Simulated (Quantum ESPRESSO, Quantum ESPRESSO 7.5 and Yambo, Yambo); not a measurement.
**Al2O3 (Corundum): the gap under hydrostatic strain**

Does PBE give the same change of gap under hydrostatic strain as G0W0? The case is Al2O3 (Corundum).

Calculated with Quantum ESPRESSO 7.5 and Yambo 5.3.0; PBE and many-body steps on it, plane waves.

### 1. Set-up

It takes space group R-3c (No. 167, trigonal). Conventional cell: a = 4.760 Å, b = 4.760 Å, c = 12.996 Å, α = 90.00°, β = 90.00°, γ = 120.00°. Al has 6 O at 1.85 to 1.97 Å nearest. Nearest to O lie 4 Al at 1.85 to 1.97 Å. Farther neighbours and most contacts between anions are not listed.

Coordinates:

```cif
data_structure
_symmetry_space_group_name_H-M 'P 1'
_symmetry_Int_Tables_number 1
_cell_length_a 5.1302
_cell_length_b 5.1302
_cell_length_c 5.1302
_cell_angle_alpha 55.287
_cell_angle_beta 55.287
_cell_angle_gamma 55.287
_cell_volume 85.02
loop_
_atom_site_label
_atom_site_type_symbol
_atom_site_fract_x
_atom_site_fract_y
_atom_site_fract_z
_atom_site_occupancy
Al1 Al 0.35216 0.35216 0.35216 1
Al2 Al 0.14784 0.14784 0.14784 1
Al3 Al 0.64784 0.64784 0.64784 1
Al4 Al 0.85216 0.85216 0.85216 1
O5 O 0.55668 0.94332 0.25000 1
O6 O 0.25000 0.55668 0.94332 1
O7 O 0.94332 0.25000 0.55668 1
O8 O 0.44332 0.05668 0.75000 1
O9 O 0.75000 0.44332 0.05668 1
O10 O 0.05668 0.75000 0.44332 1
```

The cell and positions come from the Crystallography Open Database and are kept as given unless a step says otherwise.

### 2. Ground state

This step: Quantum ESPRESSO 7.5; DFT, PBE, plane waves, norm-conserving pseudopotentials.

The ground-state density comes first.

pw.in

```
&control
  calculation = 'scf'
  prefix = 'x'
  outdir = 'o'
  pseudo_dir = 'pseudo'
/
&system
  ibrav = 0
  nat = 10
  ntyp = 2
  ecutwfc = 72.0
  nbnd = 33
  force_symmorphic = .true.
/
&electrons
  conv_thr = 1e-10
  electron_maxstep = 80
  mixing_beta = 0.5
/
ATOMIC_SPECIES
  Al 26.982 Al.upf
  O 15.999 O.upf
CELL_PARAMETERS angstrom
  2.3802500000 1.3742379782 4.3318666667
  -2.3802500000 1.3742379782 4.3318666667
  -0.0000000000 -2.7484759565 4.3318666667
ATOMIC_POSITIONS crystal
  Al 0.3521600000 0.3521600000 0.3521600000
  Al 0.1478400000 0.1478400000 0.1478400000
  Al 0.6478400000 0.6478400000 0.6478400000
  Al 0.8521600000 0.8521600000 0.8521600000
  O 0.5566800000 0.9433200000 0.2500000000
  O 0.2500000000 0.5566800000 0.9433200000
  O 0.9433200000 0.2500000000 0.5566800000
  O 0.4433200000 0.0566800000 0.7500000000
  O 0.7500000000 0.4433200000 0.0566800000
  O 0.0566800000 0.7500000000 0.4433200000
K_POINTS automatic
  6 6 6 0 0 0
```

Launch:

```bash
$ OMP_NUM_THREADS=1 mpirun -n 4 pw.x -nk 4 -in pw.in > pw.out
```

Log:

```text
Program PWSCF v.7.5 starts

     This program is part of the open-source Quantum ESPRESSO suite
     for quantum simulation of materials; please cite
         "P. Giannozzi et al., J. Phys.:Condens. Matter 21 395502 (2009);
         "P. Giannozzi et al., J. Phys.:Condens. Matter 29 465901 (2017);
         "P. Giannozzi et al., J. Chem. Phys. 152 154105 (2020);
     in publications or presentations arising from this work. More details at
     Message from routine setup:
[...]
The total energy is the sum of the following terms:
     one-electron contribution =     -34.97263499 Ry
     hartree contribution      =      53.34687270 Ry
     xc contribution           =     -60.38168908 Ry
     ewald contribution        =    -176.22994631 Ry

     convergence has been achieved in  11 iterations

     XML data file, charge density, pseudopotentials, collected wavefunctions

=------------------------------------------------------------------------------=
   JOB DONE.
=------------------------------------------------------------------------------=
[key lines of the parts left out:]
!    total energy              =    -218.23739769 Ry
```

It took 69 s on 4 MPI ranks of Arm Neoverse V1, shared host; peak memory 0.5 GiB.

This step gave:

```
total energy               : -2969.2711 eV
gap                        : 6.266 eV
k of the valence top       : 0, 0, 0
k of the conduction bottom : 0, 0, 0
least direct gap           : 6.266 eV
```

The gap is direct, at Γ.

### 3. Empty states on the mesh, 4×4×4 mesh, 149 bands

The sums over transitions need many empty states on a uniform mesh; this step solves for them.

pw.in, as its differences from that of step 2:

```diff
@@ -1,3 +1,3 @@
 &control
-  calculation = 'scf'
+  calculation = 'nscf'
   prefix = 'x'
@@ -11,3 +11,3 @@
   ecutwfc = 72.0
-  nbnd = 33
+  nbnd = 149
   force_symmorphic = .true.
@@ -15,5 +15,6 @@
 &electrons
-  conv_thr = 1e-10
+  conv_thr = 1e-9
   electron_maxstep = 80
-  mixing_beta = 0.5
+  diago_full_acc = .true.
+  diago_thr_init = 5e-6
 /
@@ -38,2 +39,2 @@
 K_POINTS automatic
-  6 6 6 0 0 0
+  4 4 4 0 0 0
```

Log:

```text
[banner, memory and clock lines left out]
Program PWSCF v.7.5 starts

     Atomic positions and unit cell read from directory:
     o/x.save/

     Message from routine setup:
     using ibrav=0 with symmetry is DISCOURAGED, use correct ibrav instead

     G-vector sticks info

     bravais-lattice index     =            0
     lattice parameter (alat)  =       9.6947  a.u.
     unit-cell volume          =     573.7299 (a.u.)^3
     number of atoms/cell      =           10
     number of atomic types    =            2
     number of electrons       =        48.00
[...]
[... 7 further rows ...]
[...]
72.0707  72.5780  73.2443  73.8557  73.9951

          k = 0.0000 0.6222-0.1974 (  5936 PWs)   bands (ev):

[...]
42.9313  42.9313  43.3330  43.3330  44.7271  44.7271  45.6981  45.6981
     [... 7 further rows ...]
    70.0221  70.0221  70.5239  70.5239  71.4869  71.4869  71.8868  71.8868
    74.0770  74.0770  74.7208  74.7208  74.9683

          k =-0.2694-0.1555 0.1974 (  5916 PWs)   bands (ev):

     [... further k-points ...]

     highest occupied, lowest unoccupied level (ev):     7.7188   13.9851

     XML data file, pseudopotentials, collected wavefunctions
```

Run time: 56 s. Hardware: 4 MPI ranks; peak memory 0.57 GiB; 3.7 min of CPU time.

Numbers from this step:

```yaml
gap: 6.266 eV
k_of_the_valence_top: 0, 0, 0
k_of_the_conduction_bottom: 0, 0, 0
least_direct_gap: 6.266 eV
k_points_computed: 14
lowest_point_of_the_top_converged_band_above_the_valence_top: 65.7497 eV
```

On this mesh the gap is 6.266 eV.

### 4. Conversion and set-up

This step: Yambo 5.3.0; conversion and set-up on PBE, plane waves, norm-conserving pseudopotentials.

The states are converted to the many-body program's format and the q mesh is built.

Launch:

```bash
$ (cd o/x.save; p2y > p2y.log; mv SAVE ../..); yambo > setup.log
```

Log:

```text
 Yambo, version 5.3.0

 [02] CORE Variables Setup
 =========================

  [02.01] Unit cells
  ==================

  Cell kind             :  Unknown
  Atoms in the cell     :  Al  O
  number of Al atoms    :   4
  number of O  atoms    :   6

  List of atomic masses
  Mass of Al    :  26.98200
  Mass of O     :  15.99900

  List of atomic coordinates    : [cc]
  Al1       :  0.35418E-16 -0.66549E-10   8.6484      order 1
  Al2       : -0.25722E-16 -0.27938E-10   3.6307      order 2
  Al3       :  0.25306E-15 -0.12242E-09   15.910      order 3
[...]
Q [ 1]         [rlu]:  0.000000  0.000000  0.000000
 Q [ 2]         [rlu]: -0.13482E-16 -0.27360E-16  0.25000
 Q [ 3]         [rlu]:  0.26965E-16  0.54720E-16 -0.50000
[...]
Q [ 8]         [rlu]:  0.250000  0.250000  0.250000
 Q [ 9]         [rlu]:  0.250000  0.250000  0.500000
 Q [10]         [rlu]:  0.250000  0.250000 -0.250000
 Q [11]         [rlu]:  0.250000  0.500000  0.500000
 Q [12]         [rlu]:  0.250000  0.500000  0.750000
 Q [13]         [rlu]: -0.500000 -0.500000 -0.500000
 Q [14]         [rlu]: -0.25000      0.44742E-17 -0.50000

  [03.01] X indexes
  =================

   [03.01.01] Sigma indexes
   ========================

 [06] Game Over & Game summary
```

The job ended after 2.7 s (1 MPI rank; peak memory 0.25 GiB).

### 5. G0W0, strain +0 %

Now the one-shot GW correction: screening in the RPA, then the self-energy of the levels asked for.

This step: G0W0 on PBE, plane waves, norm-conserving pseudopotentials.

gw1.in

```
HF_and_locXC
gw0
dyson
ppa
em1d
rim_cut
RandQpts= 1000000
RandGvec= 1 RL
EXXRLvcs= 72 Ry
VXCRLvcs= 288 Ry
Chimod= "HARTREE"
% BndsRnXp
 1 | 149 |
%
NGsBlkXp= 10 Ry
% LongDrXp
 1 | 1 | 1 |
%
% GbndRnge
 1 | 149 |
%
DysSolver= "n"
ExtendOut
PPAPntXp= 27.21138 eV
% QPkrange
 1 | 1 | 23 | 26 |
%
```

Launch:

```bash
$ OMP_NUM_THREADS=2 mpirun -n 2 yambo -F gw1.in -J gw1 -C gw1 > gw1.log
```

Log:

```text
 Yambo, version 5.3.0

 [02] CORE Variables Setup
 =========================

  [... cell, symmetries and grids as in the set-up ...]

  [02.05] Energies & Occupations
  ==============================

  [X] === General ===
  [X] Electronic Temperature                        :  0.000000  0.000000 [eV K]
  [X] Bosonic    Temperature                        :  0.000000  0.000000 [eV K]
  [X] Finite Temperature mode                       : no
  [X] El. density                                   :  0.56459E+24 [cm-3]
  [X] Fermi Level                                   :  7.718765 [eV]

  [X] === Gaps and Widths ===
  [X] Conduction Band Min                           :  6.266285 [eV]
  [X] Valence Band Max                              :  0.000000 [eV]
  [X] Filled Bands                                  :  24
  [X] Empty Bands                                   :   25  149
  [X] Direct Gap                                    :  6.266285 [eV]
  [X] Direct Gap localized at k                     :  1
  [X] Indirect Gap                                  :  6.266285 [eV]
  [X] Indirect Gap between kpts                     :  1  1
  [X] Last valence band width                       :  0.549059 [eV]
  [X] 1st conduction band width                     :  3.582157 [eV]

 [03] Transferred momenta grid and indexing
 ==========================================

 IBZ Q-points                                      :  14
 BZ  Q-points                                      :   64

 K/Q-points units:
 rlu = crystal or reduced units; cc = cartesian coordinates; iku = interal k-units

 Q [ 1]         [rlu]:  0.000000  0.000000  0.000000
 Q [ 2]         [rlu]: -0.13482E-16 -0.27360E-16  0.25000
 Q [ 3]         [rlu]:  0.26965E-16  0.54720E-16 -0.50000
[...]
Q [ 8]         [rlu]:  0.250000  0.250000  0.250000
 Q [ 9]         [rlu]:  0.250000  0.250000  0.500000
 Q [10]         [rlu]:  0.250000  0.250000 -0.250000
 Q [11]         [rlu]:  0.250000  0.500000  0.500000
 Q [12]         [rlu]:  0.250000  0.500000  0.750000
 Q [13]         [rlu]: -0.500000 -0.500000 -0.500000
 Q [14]         [rlu]: -0.25000      0.44742E-17 -0.50000

 [04] Coloumb potential Random Integration (RIM)
 ===============================================

  [04.01] RIM initialization
  ==========================

  * Diagonal components only detected *

  8 x (sBL volume)        :  0.054043 [a.u.]
  sBZ random points       :  1000000
  Points outside the sBZ  :   7967396
  RL volume               :  0.432347 [a.u.]
  Integrated volume       :  0.434116 [a.u.]

  [04.02] RIM integrals
  =====================

  Gamma point sphere radius             :  0.068580 [a.u.]
  Points outside the sphere             :   800626
  [Int_sBZ(q=0) 1/q^2]*(Vol_sBZ)^(-1/3) =:  7.770918
                                 should be <:  7.795600

  Summary of Coulomb integrals for non-metallic bands |Q|[au] RIM/Bare

[...]
Electronic Temperature                           :  0.000000 [K]
  Bosonic    Temperature                           :  0.000000 [K]
  PPA    diel. fun.  energies                      : Perdew, Burke & Ernzerhof(X)+Perdew, Burke & Ernzerhof(C)
  wavefunctions                                    : Perdew, Burke & Ernzerhof(X)+Perdew, Burke & Ernzerhof(C)
  Global Gauge                                     : length
  X matrix size                                    :  309
  X band range                                     :    1  149
  X e/h energy range                               : -1.000000 -1.000000 [eV]
  X Time ordering                                  : R
  X Hxc Kernel                                     : HARTREE
  X Drude frequency                                :  0.000000  0.000000
  X poles                                          :  100.0000 [o/o]
  RL vectors in the sum                            :   7193
  [r,Vnl] included                                 : yes
  Field direction                                  :  0.577350E-5  0.577350E-5  0.577350E-5
  BZ energy Double Grid                            : no
  BZ energy DbGd points                            : 0
  BZ Q point size factor                           : -1.000000
  X Optical Averaged directions                    : none

 [07] Local Exchange-Correlation + Non-Local Fock
 ================================================

 [VXC] Plane waves :   47361
 [EXS] Plane waves :   5903

 QP @ state[ 1 ] K range:  1  1
 QP @ state[ 1 ] b range:  23  26

 [xc] Functional : Perdew, Burke & Ernzerhof(X)+Perdew, Burke & Ernzerhof(C)
 [xc] LIBXC used to calculate xc functional
  PP Number of Atomic Species                      :  2
  NLCC RL compoments                               :   47361
  PP Number of Atomic Species                      :  2
  NLCC RL compoments                               :   47361

 [xc] E_xc :  -25.09480 [Ha]
      E_xc :  -50.18961 [Ry]

  Local XC kind (lXC) : Perdew, Burke & Ernzerhof(X)+Perdew, Burke & Ernzerhof(C)
  Non-Local XC kind (nlXC) : Hartree-Fock

  Corrections @ K [1] :  [eV]
 <23|nlXC|23> = -25.96448 -0.85573E-17 <23|lXC|23> = -20.46721 -0.37763E-15
 <24|nlXC|24> = -25.83744 -0.63355E-18 <24|lXC|24> = -20.39734  0.37763E-15
 <25|nlXC|25> = -8.925466  0.51743E-18 <25|lXC|25> = -13.77889 -0.94408E-16
 <26|nlXC|26> = -6.122233  0.16950E-17 <26|lXC|26> = -11.42354 -0.18882E-15

 [08] Dyson equation: Newton solver
 ==================================

  [08.01] G0W0 (W PPA)
  ====================

  [  GW  ] Bands range     :    1  149
  [GW/PPA] G damping       :  0.100000 [eV]

  QP @ state[ 1 ] K range:  1  1
  QP @ state[ 1 ] b range:  23  26

   Sc/G bands                                       :    1  149
   Sc/G damping                                     :  0.100000 ev
   Sc bands terminator                              : no
   Sx RL components                                 :   5903

   QP @ state[ 1 ] K range                          :  1  1
   QP @ state[ 1 ] b range                          :  23  26
   GF energies kind                                 : Perdew, Burke & Ernzerhof(X)+Perdew, Burke & Ernzerhof(C)
   GF WF`s kind                                     : Perdew, Burke & Ernzerhof(X)+Perdew, Burke & Ernzerhof(C)
   Xs energies kind                                 : Perdew, Burke & Ernzerhof(X)+Perdew, Burke & Ernzerhof(C)
   Xs WF`s kind                                     : Perdew, Burke & Ernzerhof(X)+Perdew, Burke & Ernzerhof(C)

 [11] Game Over & Game summary
```

The job ended after 7.1 min (2 MPI ranks; peak memory 1.6 GiB).

This step gave:

```yaml
g0w0_gap_on_the_points_computed: 8.446 eV
starting_gap_on_the_mesh: 6.266 eV
k_of_the_valence_top: 0, 0, 0
k_of_the_conduction_bottom: 0, 0, 0
least_direct_g0w0_gap_on_the_computed_points: 8.446 eV
z_at_the_valence_top: 0.8185
z_at_the_conduction_bottom: 0.8540
```

The gap on the mesh goes from 6.27 eV to 8.45 eV, a correction of +2.18 eV.

### 6. G0W0, strain -1 %

The cell differs from the one that the last finished run ended in (a 5.130 → 5.079 Å, b 5.130 → 5.079 Å, c 5.130 → 5.079 Å).

gw2.in

```
HF_and_locXC
gw0
dyson
ppa
em1d
rim_cut
RandQpts= 1000000
RandGvec= 1 RL
EXXRLvcs= 72 Ry
VXCRLvcs= 288 Ry
Chimod= "HARTREE"
% BndsRnXp
 1 | 149 |
%
NGsBlkXp= 309 RL
% LongDrXp
 1 | 1 | 1 |
%
% GbndRnge
 1 | 149 |
%
DysSolver= "n"
ExtendOut
PPAPntXp= 27.21138 eV
% QPkrange
 1 | 1 | 23 | 26 |
%
```

Launch:

```bash
$ OMP_NUM_THREADS=2 mpirun -n 2 yambo -F gw2.in -J gw2 -C gw2 > gw2.log
```

Log:

```text
 Yambo, version 5.3.0

 [02] CORE Variables Setup
 =========================

  [... cell, symmetries and grids as in the set-up ...]

  [02.05] Energies & Occupations
  ==============================

  [X] === General ===
  [X] Electronic Temperature                        :  0.000000  0.000000 [eV K]
  [X] Bosonic    Temperature                        :  0.000000  0.000000 [eV K]
  [X] Finite Temperature mode                       : no
  [X] El. density                                   :  0.58187E+24 [cm-3]
[...]
Sx RL components                                 :   5733

   QP @ state[ 1 ] K range                          :  1  1
   QP @ state[ 1 ] b range                          :  23  26
   GF energies kind                                 : Perdew, Burke & Ernzerhof(X)+Perdew, Burke & Ernzerhof(C)
   GF WF`s kind                                     : Perdew, Burke & Ernzerhof(X)+Perdew, Burke & Ernzerhof(C)
   Xs energies kind                                 : Perdew, Burke & Ernzerhof(X)+Perdew, Burke & Ernzerhof(C)
   Xs WF`s kind                                     : Perdew, Burke & Ernzerhof(X)+Perdew, Burke & Ernzerhof(C)

 [11] Game Over & Game summary
```

Wall time 7 min (2 MPI ranks); peak memory 1.5 GiB.

Numbers from this step:

```
G0W0 gap on the points computed              : 8.898 eV
starting gap on the mesh                     : 6.652 eV
k of the valence top                         : 0, 0, 0
k of the conduction bottom                   : 0, 0, 0
least direct G0W0 gap on the computed points : 8.898 eV
```

The gap on the mesh goes from 6.65 eV to 8.90 eV, a correction of +2.25 eV.

Ground state, empty states and screening of this cell were made anew, as for the first cell; those steps are not shown. 

(Continued in part 2 of 2.)

[Paths, hosts, dates, memory and timing lines, banners, echoed tables and standing remarks are left out of the program output.]

[Logs are printed without paths, hosts, clocks, repeated set-up lines and the standing remarks that a program may print on its own settings, such as how far it seeks lower states.]

[Runs of the session that timed out or met a known fault of the program may be left out.]

[Hosts, paths, dates, database ids (printed as entryN), source tags and the programs' standing remarks are cut or masked in the printed files.]
